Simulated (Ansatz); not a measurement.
**How W(100) screens a field**

Aim: image plane and induced charge of W(100).

Program: Ansatz 0.2.0. Level of theory: plane-wave DFT, r2SCAN, Ansatz PAW, in the first sound run; inputs show where later runs differ. Results are calculated unless marked as measured.

### Step 1. Starting point

The cell holds 9 atoms: 9 W. Its edges and angles: a = 3.160 Å, b = 3.160 Å, c = 30.640 Å, α = 90.0°, β = 90.0°, γ = 90.0°. Vacuum lies along c.

### Step 2. Atoms held, field 0

A sawtooth potential applies the field, turning back in the middle of the vacuum. With the dipole correction the typed value is the field outside the slab. The induced dipole is small, so the SCF threshold is tight.

Contents of input.yaml:

```yaml
crystal:
  lattice:
    - [3.16, 0.0, 0.0]
    - [0.0, 3.16, 0.0]
    - [0.0, 0.0, 30.64]
  atoms:
    - { symbol: W, position: [0.0, 0.0, 0.2937336815] }
    - { symbol: W, position: [0.5, 0.5, 0.3453002611] }
    - { symbol: W, position: [0.0, 0.0, 0.3968668407] }
    - { symbol: W, position: [0.5, 0.5, 0.4484334204] }
    - { symbol: W, position: [0.0, 0.0, 0.5] }
    - { symbol: W, position: [0.5, 0.5, 0.5515665796] }
    - { symbol: W, position: [0.0, 0.0, 0.6031331593] }
    - { symbol: W, position: [0.5, 0.5, 0.6546997389] }
    - { symbol: W, position: [0.0, 0.0, 0.7062663185] }
kpoints:
  mp_grid: { grid: [16, 16, 1] }
hamiltonian:
  xc: r2scan
scf:
  occupations: { method: fermi_dirac, width: 0.1 }
  convergence: { dr2_threshold: 1.0e-10 }
efield:
  axis: 3
  dipole_correction: true
  ramp_position: 0.97
  ramp_width: 0.06
  amplitude: 0
output:
  forces: true
  write_potential: true
  write_density: true
  volumetric_format: npy
```

Run with:

```console
$ ansatz run input.yaml --threads 4 --pin off --max-ram 6144MiB --backend cpu --events-out ev --progress --plain --runs-dir out
```

Numbers of over 12 decimals in the logs are rounded to 6 here.

Output:

```text
Engine: ansatz 0.2.0, x86_64-unknown-linux-gnu
Pseudopotentials: kind: paw
Pseudopotential: W, paw, valence charge 14, recommended cutoff 500 eV (meta_gga), W.paw.azcp
Functional definition: r2SCAN
  parameter k0 = 0.174
  parameter k1 = 0.065
  parameter a1 = 4.9479
  exchange = r2scan_x(k0 = k0, k1 = k1, a1 = a1)
  correlation = r2scan_c
Crystal: 9 atoms, lattice volume = 305.959 Å³
Basis set: ecut = 500 eV, 7747 PW (Γ), exchange–correlation on 96×96×900 points (64 copies of the dense FFT grid, shifted against one another)
Bands: 76, of which v1, the nominal top of the filled ones, is band 63 counted from 1 (62 counted from 0)
Symmetry: 8 space group operations
k-points: 45 of 256
Non-local potential: W, projectors of the file, l = 0: 3, l = 1: 2, l = 2: 2, l = 3: 1
PAW form: soft (Blöchl's): semilocal exchange-correlation on the pseudo side does not see the compensation charge
PAW frozen core: W, regenerated for the run's functional (the file was generated under x = pbe(κ = 0.804, μ = 0.219515), c = pbe(β = 0.066725))
PAW one-centre angular grid: W, 590 points (default); XC on 160 Gauss nodes
Initial density: superposition of atomic densities (neutral atoms: chi_scale 0, normalization atom), corrected by the library's trained network
Initial wavefunctions: pseudopotential atomic-orbital guess
Functional: x = r2scan, c = r2scan; τ floored in thin density (d = 2e-4 eV/Å³)
SCF iter   1: F=—  HF=-93569.864989 eV  |F-HF|=—  |Δ(HF+E_count)|=         —  Δρ=7.31e-3  dr2=4.32e-1  dr2_τ=4.38e-1  ethr=1.77e-3  p=0.000 e·Å  D=1.26e-13 V/Å  ΔV_dip=-0.00 eV  dr2_dipole=2.08e-7  V_vac-E_F(+/−)=4.42/4.42 eV  ⟨swp⟩=8.2  Hψ=16136  notcnv=0
efield: sawtooth ramp at fractional position 0.9700 (set: `efield.ramp_position`, or a place that a band, a saddle search or an elastic batch's reference lends), width 0.0600; the density the first Hamiltonian is built on has a dipole p = 0.000 e·Å; the dipole correction subtracts the counter field D = 1.26e-13 V/Å, which shifts the + side's vacuum level by -0.00 eV against the − side's; the planar-averaged density in the ramp window peaks in size at 1.8e-5 e/Å³
preconditioner: auto → LDOS  [metal: Δε(μ)=0.002 eV  Ē_g=4.960 eV  σ=0.100 eV  W_gap=0.01  n_scr=74 (ndim 8)  ℏωp=15.6 eV  f_vac=0.471  D(μ)=6.90/eV (n_scr^D=30)  β→1.0]
SCF iter   2: F=—  HF=-93569.968564 eV  |F-HF|=—  |Δ(HF+E_count)|=   1.04e-1  Δρ=4.19e-3  dr2=1.74e-1  dr2_τ=1.96e-2  ethr=3.43e-4  p=-0.000 e·Å  D=-9.13e-8 V/Å  ΔV_dip=0.00 eV  dr2_dipole=5.51e-7  V_vac-E_F(+/−)=4.15/4.15 eV  ⟨swp⟩=3.1  Hψ=6030  notcnv=0  defer=14
SCF iter   3: F=—  HF=-93569.960644 eV  |F-HF|=—  |Δ(HF+E_count)|=   7.92e-3  Δρ=1.64e-3  dr2=1.64e-2  dr2_τ=2.64e-3  ethr=1.38e-4  p=-0.000 e·Å  D=-1.70e-6 V/Å  ΔV_dip=0.00 eV  dr2_dipole=1.80e-8  V_vac-E_F(+/−)=4.21/4.21 eV  ⟨swp⟩=2.3  Hψ=5159  notcnv=0  defer=14
SCF iter   4: F=—  HF=-93569.960559 eV  |F-HF|=—  |Δ(HF+E_count)|=   8.52e-5  Δρ=5.33e-4  dr2=1.25e-3  dr2_τ=2.27e-4  ethr=1.30e-5  p=-0.000 e·Å  D=-1.42e-6 V/Å  ΔV_dip=0.00 eV  dr2_dipole=1.39e-9  V_vac-E_F(+/−)=4.20/4.20 eV  ⟨swp⟩=2.6  Hψ=4803  notcnv=0  defer=14
SCF iter   5: F=—  HF=-93569.961066 eV  |F-HF|=—  |Δ(HF+E_count)|=   5.08e-4  Δρ=2.01e-4  dr2=1.73e-4  dr2_τ=2.42e-5  ethr=9.94e-7  p=-0.000 e·Å  D=-9.54e-7 V/Å  ΔV_dip=0.00 eV  dr2_dipole=7.62e-11  V_vac-E_F(+/−)=4.18/4.18 eV  ⟨swp⟩=3.0  Hψ=5473  notcnv=0  defer=14
SCF iter   6: F=—  HF=-93569.961188 eV  |F-HF|=—  |Δ(HF+E_count)|=   1.22e-4  Δρ=8.11e-5  dr2=1.68e-5  dr2_τ=3.04e-6  ethr=1.37e-7  p=-0.000 e·Å  D=-5.98e-7 V/Å  ΔV_dip=0.00 eV  dr2_dipole=1.34e-10  V_vac-E_F(+/−)=4.18/4.18 eV  ⟨swp⟩=2.9  Hψ=5508  notcnv=0  defer=14
SCF iter   7: F=—  HF=-93569.961233 eV  |F-HF|=—  |Δ(HF+E_count)|=   4.51e-5  Δρ=3.58e-5  dr2=4.14e-6  dr2_τ=5.22e-7  ethr=1.34e-8  p=-0.000 e·Å  D=-2.75e-7 V/Å  ΔV_dip=0.00 eV  dr2_dipole=2.05e-15  V_vac-E_F(+/−)=4.18/4.18 eV  ⟨swp⟩=3.0  Hψ=6382  notcnv=0  defer=14
SCF iter   8: F=—  HF=-93569.961216 eV  |F-HF|=—  |Δ(HF+E_count)|=   1.73e-5  Δρ=1.05e-5  dr2=6.93e-7  dr2_τ=6.86e-8  ethr=3.29e-9  p=-0.000 e·Å  D=-1.25e-7 V/Å  ΔV_dip=0.00 eV  dr2_dipole=1.43e-11  V_vac-E_F(+/−)=4.18/4.18 eV  ⟨swp⟩=3.2  Hψ=6369  notcnv=0  defer=11
SCF iter   9: F=—  HF=-93569.961216 eV  |F-HF|=—  |Δ(HF+E_count)|=   3.03e-7  Δρ=2.92e-6  dr2=8.01e-8  dr2_τ=2.22e-9  ethr=5.50e-10  p=-0.000 e·Å  D=-5.88e-8 V/Å  ΔV_dip=0.00 eV  dr2_dipole=2.49e-13  V_vac-E_F(+/−)=4.18/4.18 eV  ⟨swp⟩=2.3  Hψ=5083  notcnv=0  defer=11
SCF iter  10: F=—  HF=-93569.961216 eV  |F-HF|=—  |Δ(HF+E_count)|=   4.16e-8  Δρ=1.62e-6  dr2=2.87e-8  dr2_τ=1.11e-9  ethr=6.36e-11  p=-0.000 e·Å  D=-1.78e-8 V/Å  ΔV_dip=0.00 eV  dr2_dipole=1.77e-12  V_vac-E_F(+/−)=4.18/4.18 eV  ⟨swp⟩=2.6  Hψ=5432  notcnv=0  defer=11
SCF iter  11: F=—  HF=-93569.961216 eV  |F-HF|=—  |Δ(HF+E_count)|=   4.42e-9  Δρ=7.15e-7  dr2=5.63e-9  dr2_τ=3.57e-10  ethr=2.28e-11  p=-0.000 e·Å  D=-6.22e-9 V/Å  ΔV_dip=0.00 eV  dr2_dipole=2.01e-14  V_vac-E_F(+/−)=4.18/4.18 eV  ⟨swp⟩=2.7  Hψ=5412  notcnv=0  defer=11
SCF iter  12: F=—  HF=-93569.961216 eV  |F-HF|=—  |Δ(HF+E_count)|=  1.46e-10  Δρ=4.43e-7  dr2=1.23e-9  dr2_τ=2.44e-10  ethr=4.47e-12  p=-0.000 e·Å  D=-2.13e-9 V/Å  ΔV_dip=0.00 eV  dr2_dipole=5.40e-15  V_vac-E_F(+/−)=4.18/4.18 eV  ⟨swp⟩=3.3  Hψ=7115  notcnv=0  defer=11
SCF iter  13: F=-93569.961216 eV  HF=-93569.961216 eV  |F-HF|=4.07e-10  |Δ(HF+E_count)|=  8.73e-11  Δρ=1.18e-7  dr2=5.00e-11  dr2_τ=5.00e-12  ethr=1.00e-12  p=-0.000 e·Å  D=-3.91e-10 V/Å  ΔV_dip=0.00 eV  dr2_dipole=2.73e-15  V_vac-E_F(+/−)=4.18/4.18 eV  ⟨swp⟩=10.6  Hψ=23981  notcnv=0
SCF 1 converged in 13 iterations: F = -93569.961216 eV  dr2 = 5.00e-11
  greatest PAW one-centre occupation: 0.999 electrons in one spin orbital (limit 2), on the W atom at site 8 (counted from 0), in its partial waves of l = 0
WARN: The output density's exchange-correlation potential varies sharply where the density is thin. Do not read a vacuum level from v_tot or v_xc, or from such a field of the output density. On a cell that repeats whose density bears no net charge and no dipole along the vacuum's axis use v_es (v_loc + v_h of the components); under efield.dipole_correction with no amplitude use v_es + v_field, which holds any externa [...]
SCF converged after 13 iterations
Free energy (F): -93569.961216 eV
Harris-Foulkes:  -93569.961216 eV  (|F-HF|=4.07e-10)
Internal energy: -93569.727343 eV  (E = F + TS)
E sigma→0 (E₀):  -93569.844280 eV
Entropy (-TS):   -0.233873 eV (-25.986 meV/atom)
Fermi energy:    8.268405 eV
Dipole field:    D = 0.000000 V/Å  (p = 0.000000 e·Å, saw-weighted, corrected)
Work function:   Φ+ = 4.1806 eV   Φ− = 4.1806 eV
Levels:          The Fermi level and band energies are counted from a zero that moves with the ramp; work functions are not
--- Per-component energies (eV) ---
  E_band       = -2622.543819
  E_kinetic    = 4044.369019
  E_local      = -217014.615711  (includes V_loc(G=0)·N_el)
  E_nonlocal   = 15.457815
  E_hartree    = 106869.603679
  E_xc         = -2233.461342
  E_vxc        = -2328.720173  (∫ρ·V_xc dr)
  E_paw        = -77338.870201  (= ΣΔE_a)
  E_vpaw       = -1199.166101  (= ΣTr[D̂ρ^β])
  E_aug_tail   = -0.000470  (compensation charges beyond the density's cutoff)
  E_vtau       = 120.926196  (kinetic-family band-sum trace: ∫τ·v_τ [+ j·A + Jᵃ·Aᵃ] dr)
  E_efield     = 0.000000  (sawtooth field / dipole correction)
  E_vefield    = 0.000000  (∫n·V_field dr)
  E_ewald      = 92093.081408
  E_core_change = -5.291539  (= ΣΔE_core)
  E_smearing   = -0.233873  (= −TS)
  E_closure    = -0.000000  (closes the sum)
  Σ components = -93569.961216   (vs F -93569.961216, Δ=0.00e0)
--- Forces (eV/Å), atoms counted from 1 ---
  atom   1  W      0.00000000     0.00000000     1.73790941
  atom   2  W     -0.00000000     0.00000000    -1.79614283
  atom   3  W     -0.00000000     0.00000000    -0.05924839
  atom   4  W      0.00000000     0.00000000     0.02665044
  atom   5  W      0.00000000    -0.00000000     0.00000001
  atom   6  W     -0.00000000     0.00000000    -0.02665045
  atom   7  W      0.00000000     0.00000000     0.05924840
  atom   8  W      0.00000000     0.00000000     1.79614281
  atom   9  W     -0.00000000    -0.00000000    -1.73790943
  max |Σ_I F_I| component: 3.11e-8 eV/Å
--- Band table (eV; the first three rows and the last of 45) ---
  k-point 0: bands = [... 59 lower, 7.6141, 7.6283, 8.0485, 8.0588, 8.1725, 8.1725, 8.2719, 8.4057, ... 9 higher]
  k-point 1: bands = [... 59 lower, 7.6847, 7.6859, 7.8978, 8.0344, 8.0913, 8.4306, 8.4320, 8.5593, ... 9 higher]
  k-point 2: bands = [... 59 lower, 7.6258, 7.6319, 8.2001, 8.2171, 8.2207, 8.2631, 8.7716, 8.8981, ... 9 higher]
  k-point 44: bands = [... 59 lower, 8.2703, 8.2703, 10.4277, 10.4338, 10.4338, 10.4428, 10.5175, 10.5175, ... 9 higher]
```

The job ended after 39 s (4 threads of Intel Xeon 6975P-C (Granite Rapids), shared host; peak memory 1.9 GiB).

Numbers from this step:

- energy at zero smearing: -93569.8443 eV
- work function, upper face: 4.181 eV
- dipole along the normal: 9.54e-8 e·Å

Running mean over 1.58 Å of the planar mean; the ramp of the sawtooth is left out. Table of electron's electrostatic potential energy less the Fermi level by z:

```
z (Å)  electron's electrostatic potential energy less the Fermi level (eV)
    4                                                                 4.18
    5                                                                 4.17
    6                                                                 4.09
    7                                                                 3.35
    8                                                                -2.53
    9                                                                -11.1
   10                                                                -12.1
   11                                                                -12.5
   12                                                                -12.5
   13                                                                -12.4
   14                                                                -12.4
   15                                                                -12.5
   16                                                                -12.5
   17                                                                -12.4
   18                                                                -12.5
   19                                                                -12.5
   20                                                                -12.3
   21                                                                -12.0
   22                                                                -9.05
   23                                                                0.772
   24                                                                 3.81
   25                                                                 4.14
   26                                                                 4.18
   27                                                                 4.18
```

Force by atom:

```
atom  x (eV/Å)  y (eV/Å)  z (eV/Å)  size
  W1      0.00      0.00      1.74  1.74
  W2      0.00      0.00     -1.80  1.80
  W3      0.00      0.00     -0.06  0.06
  W4      0.00      0.00      0.03  0.03
  W5      0.00      0.00      0.00  0.00
  W6      0.00      0.00     -0.03  0.03
  W7      0.00      0.00      0.06  0.06
  W8      0.00      0.00      1.80  1.80
  W9      0.00      0.00     -1.74  1.74
```

The work function of the upper face is 4.18 eV.

### Step 3. Atoms held, field 0.05 V/Å

input.yaml, as its differences from that of step 2:

```diff
@@ -27,3 +27,3 @@
   ramp_width: 0.06
-  amplitude: 0
+  amplitude: 0.05
 output:
```

Output:

```text
[...]
Crystal: 9 atoms, lattice volume = 305.959 Å³
Basis set: ecut = 500 eV, 7747 PW (Γ), exchange–correlation on 96×96×900 points (64 copies of the dense FFT grid, shifted against one another)
Bands: 76, of which v1, the nominal top of the filled ones, is band 63 counted from 1 (62 counted from 0)
Symmetry: 8 space group operations
k-points: 45 of 256
[...]
k-point 0: bands = [... 59 lower, 7.6139, 7.6281, 8.0397, 8.0671, 8.1723, 8.1723, 8.2718, 8.4055, ... 9 higher]
  k-point 1: bands = [... 59 lower, 7.6845, 7.6857, 7.8971, 8.0346, 8.0912, 8.4306, 8.4318, 8.5591, ... 9 higher]
  k-point 2: bands = [... 59 lower, 7.6240, 7.6332, 8.1992, 8.2169, 8.2212, 8.2629, 8.7713, 8.8979, ... 9 higher]
  k-point 44: bands = [... 59 lower, 8.2701, 8.2701, 10.4275, 10.4337, 10.4337, 10.4427, 10.5173, 10.5173, ... 9 higher]
[key lines of the parts left out:]
SCF converged after 14 iterations
Free energy (F): -93569.962387 eV
Fermi energy:    8.268223 eV
Dipole field:    D = 0.027709 V/Å  (p = 0.046851 e·Å, saw-weighted, corrected)
```

It took 39 s on 4 threads; peak memory 1.9 GiB; 2.5 min of CPU time.

The dipole is 0.0469 e·Å.

### Step 4. Atoms held, field -0.05 V/Å

input.yaml, as its differences from that of step 3:

```diff
@@ -27,3 +27,3 @@
   ramp_width: 0.06
-  amplitude: 0.05
+  amplitude: -0.05
 output:
```

Output:

```text
[...]
Crystal: 9 atoms, lattice volume = 305.959 Å³
Basis set: ecut = 500 eV, 7747 PW (Γ), exchange–correlation on 96×96×900 points (64 copies of the dense FFT grid, shifted against one another)
Bands: 76, of which v1, the nominal top of the filled ones, is band 63 counted from 1 (62 counted from 0)
Symmetry: 8 space group operations
k-points: 45 of 256
[...]
k-point 0: bands = [... 59 lower, 7.6139, 7.6281, 8.0397, 8.0671, 8.1723, 8.1723, 8.2718, 8.4055, ... 9 higher]
  k-point 1: bands = [... 59 lower, 7.6845, 7.6857, 7.8971, 8.0346, 8.0912, 8.4306, 8.4318, 8.5591, ... 9 higher]
  k-point 2: bands = [... 59 lower, 7.6240, 7.6332, 8.1992, 8.2169, 8.2212, 8.2629, 8.7713, 8.8979, ... 9 higher]
  k-point 44: bands = [... 59 lower, 8.2701, 8.2701, 10.4275, 10.4337, 10.4337, 10.4427, 10.5173, 10.5173, ... 9 higher]
[key lines of the parts left out:]
SCF converged after 14 iterations
Free energy (F): -93569.962387 eV
Fermi energy:    8.268223 eV
Dipole field:    D = -0.027709 V/Å  (p = -0.046851 e·Å, saw-weighted, corrected)
```

Wall time 39 s (4 threads); peak memory 1.9 GiB; 2.5 min of CPU time.

The dipole is -0.0469 e·Å.

### Step 5. Single point, field 0.1 V/Å

input.yaml, as its differences from that of step 4:

```diff
@@ -27,3 +27,3 @@
   ramp_width: 0.06
-  amplitude: -0.05
+  amplitude: 0.1
 output:
```

Output:

```text
[...]
Crystal: 9 atoms, lattice volume = 305.959 Å³
Basis set: ecut = 500 eV, 7747 PW (Γ), exchange–correlation on 96×96×900 points (64 copies of the dense FFT grid, shifted against one another)
Bands: 76, of which v1, the nominal top of the filled ones, is band 63 counted from 1 (62 counted from 0)
Symmetry: 8 space group operations
k-points: 45 of 256
[...]
k-point 0: bands = [... 59 lower, 7.6134, 7.6276, 8.0269, 8.0787, 8.1717, 8.1717, 8.2712, 8.4049, ... 9 higher]
  k-point 1: bands = [... 59 lower, 7.6838, 7.6852, 7.8951, 8.0352, 8.0906, 8.4303, 8.4313, 8.5586, ... 9 higher]
  k-point 2: bands = [... 59 lower, 7.6205, 7.6355, 8.1969, 8.2164, 8.2224, 8.2624, 8.7707, 8.8975, ... 9 higher]
  k-point 44: bands = [... 59 lower, 8.2696, 8.2696, 10.4267, 10.4331, 10.4331, 10.4424, 10.5168, 10.5168, ... 9 higher]
[key lines of the parts left out:]
SCF converged after 14 iterations
Free energy (F): -93569.965902 eV
Fermi energy:    8.267680 eV
Dipole field:    D = 0.055418 V/Å  (p = 0.093702 e·Å, saw-weighted, corrected)
```

Elapsed: 38 s, on 4 threads; peak memory 1.8 GiB.

The dipole is 0.0937 e·Å.

### Step 6. Atoms held, field -0.1 V/Å

input.yaml, as its differences from that of step 5:

```diff
@@ -27,3 +27,3 @@
   ramp_width: 0.06
-  amplitude: 0.1
+  amplitude: -0.1
 output:
```

Output:

```text
[...]
Crystal: 9 atoms, lattice volume = 305.959 Å³
Basis set: ecut = 500 eV, 7747 PW (Γ), exchange–correlation on 96×96×900 points (64 copies of the dense FFT grid, shifted against one another)
Bands: 76, of which v1, the nominal top of the filled ones, is band 63 counted from 1 (62 counted from 0)
Symmetry: 8 space group operations
k-points: 45 of 256
[...]
k-point 0: bands = [... 59 lower, 7.6134, 7.6276, 8.0269, 8.0787, 8.1717, 8.1717, 8.2712, 8.4049, ... 9 higher]
  k-point 1: bands = [... 59 lower, 7.6838, 7.6852, 7.8951, 8.0352, 8.0906, 8.4303, 8.4313, 8.5586, ... 9 higher]
  k-point 2: bands = [... 59 lower, 7.6205, 7.6355, 8.1969, 8.2164, 8.2224, 8.2624, 8.7707, 8.8975, ... 9 higher]
  k-point 44: bands = [... 59 lower, 8.2696, 8.2696, 10.4267, 10.4331, 10.4331, 10.4424, 10.5168, 10.5168, ... 9 higher]
[key lines of the parts left out:]
SCF converged after 14 iterations
Free energy (F): -93569.965902 eV
Fermi energy:    8.267681 eV
Dipole field:    D = -0.055417 V/Å  (p = -0.093701 e·Å, saw-weighted, corrected)
```

Run time: 42 s. Hardware: 4 threads; peak memory 1.8 GiB.

The dipole is -0.0937 e·Å.

### Step 7. Single point, field 0.2 V/Å

input.yaml, as its differences from that of step 6:

```diff
@@ -27,3 +27,3 @@
   ramp_width: 0.06
-  amplitude: -0.1
+  amplitude: 0.2
 output:
```

Output:

```text
[...]
Crystal: 9 atoms, lattice volume = 305.959 Å³
Basis set: ecut = 500 eV, 7747 PW (Γ), exchange–correlation on 96×96×900 points (64 copies of the dense FFT grid, shifted against one another)
Bands: 76, of which v1, the nominal top of the filled ones, is band 63 counted from 1 (62 counted from 0)
Symmetry: 8 space group operations
k-points: 45 of 256
[...]
k-point 0: bands = [... 59 lower, 7.6112, 7.6254, 7.9994, 8.1015, 8.1695, 8.1695, 8.2690, 8.4027, ... 9 higher]
  k-point 1: bands = [... 59 lower, 7.6811, 7.6830, 7.8871, 8.0375, 8.0884, 8.4291, 8.4293, 8.5565, ... 9 higher]
  k-point 2: bands = [... 59 lower, 7.6112, 7.6394, 8.1893, 8.2141, 8.2256, 8.2602, 8.7681, 8.8959, ... 9 higher]
  k-point 44: bands = [... 59 lower, 8.2674, 8.2674, 10.4237, 10.4310, 10.4310, 10.4412, 10.5148, 10.5148, ... 9 higher]
[key lines of the parts left out:]
SCF converged after 16 iterations
Free energy (F): -93569.979960 eV
Fermi energy:    8.265489 eV
Dipole field:    D = 0.110875 V/Å  (p = 0.187471 e·Å, saw-weighted, corrected)
```

It took 50 s on 4 threads; peak memory 1.8 GiB; 3.2 min of CPU time.

The dipole is 0.187 e·Å.

### Step 8. Single point, field -0.2 V/Å

input.yaml, as its differences from that of step 7:

```diff
@@ -27,3 +27,3 @@
   ramp_width: 0.06
-  amplitude: 0.2
+  amplitude: -0.2
 output:
```

Output:

```text
[...]
Crystal: 9 atoms, lattice volume = 305.959 Å³
Basis set: ecut = 500 eV, 7747 PW (Γ), exchange–correlation on 96×96×900 points (64 copies of the dense FFT grid, shifted against one another)
Bands: 76, of which v1, the nominal top of the filled ones, is band 63 counted from 1 (62 counted from 0)
Symmetry: 8 space group operations
k-points: 45 of 256
[...]
k-point 0: bands = [... 59 lower, 7.6112, 7.6254, 7.9994, 8.1015, 8.1695, 8.1695, 8.2690, 8.4027, ... 9 higher]
  k-point 1: bands = [... 59 lower, 7.6811, 7.6830, 7.8871, 8.0375, 8.0884, 8.4291, 8.4293, 8.5565, ... 9 higher]
  k-point 2: bands = [... 59 lower, 7.6112, 7.6394, 8.1893, 8.2141, 8.2256, 8.2602, 8.7681, 8.8959, ... 9 higher]
  k-point 44: bands = [... 59 lower, 8.2674, 8.2674, 10.4237, 10.4310, 10.4310, 10.4412, 10.5148, 10.5148, ... 9 higher]
[key lines of the parts left out:]
SCF converged after 16 iterations
Free energy (F): -93569.979960 eV
Fermi energy:    8.265489 eV
Dipole field:    D = -0.110875 V/Å  (p = -0.187471 e·Å, saw-weighted, corrected)
```

Elapsed: 53 s, on 4 threads; peak memory 1.9 GiB.

The dipole is -0.187 e·Å.

[end of part 1 of 2]

[Logs are printed without paths, hosts, clocks, repeated set-up lines and the standing remarks that a program may print on its own settings, such as how far it seeks lower states.]

[Hosts, paths, dates, database ids (printed as entryN), source tags and the programs' standing remarks are cut or masked in the printed files.]

[Maps of the electrostatic potential energy from Ansatz leave out the sawtooth potential of an applied field or a dipole correction, so their vacuum need not be flat; planar profiles and work functions include it.]
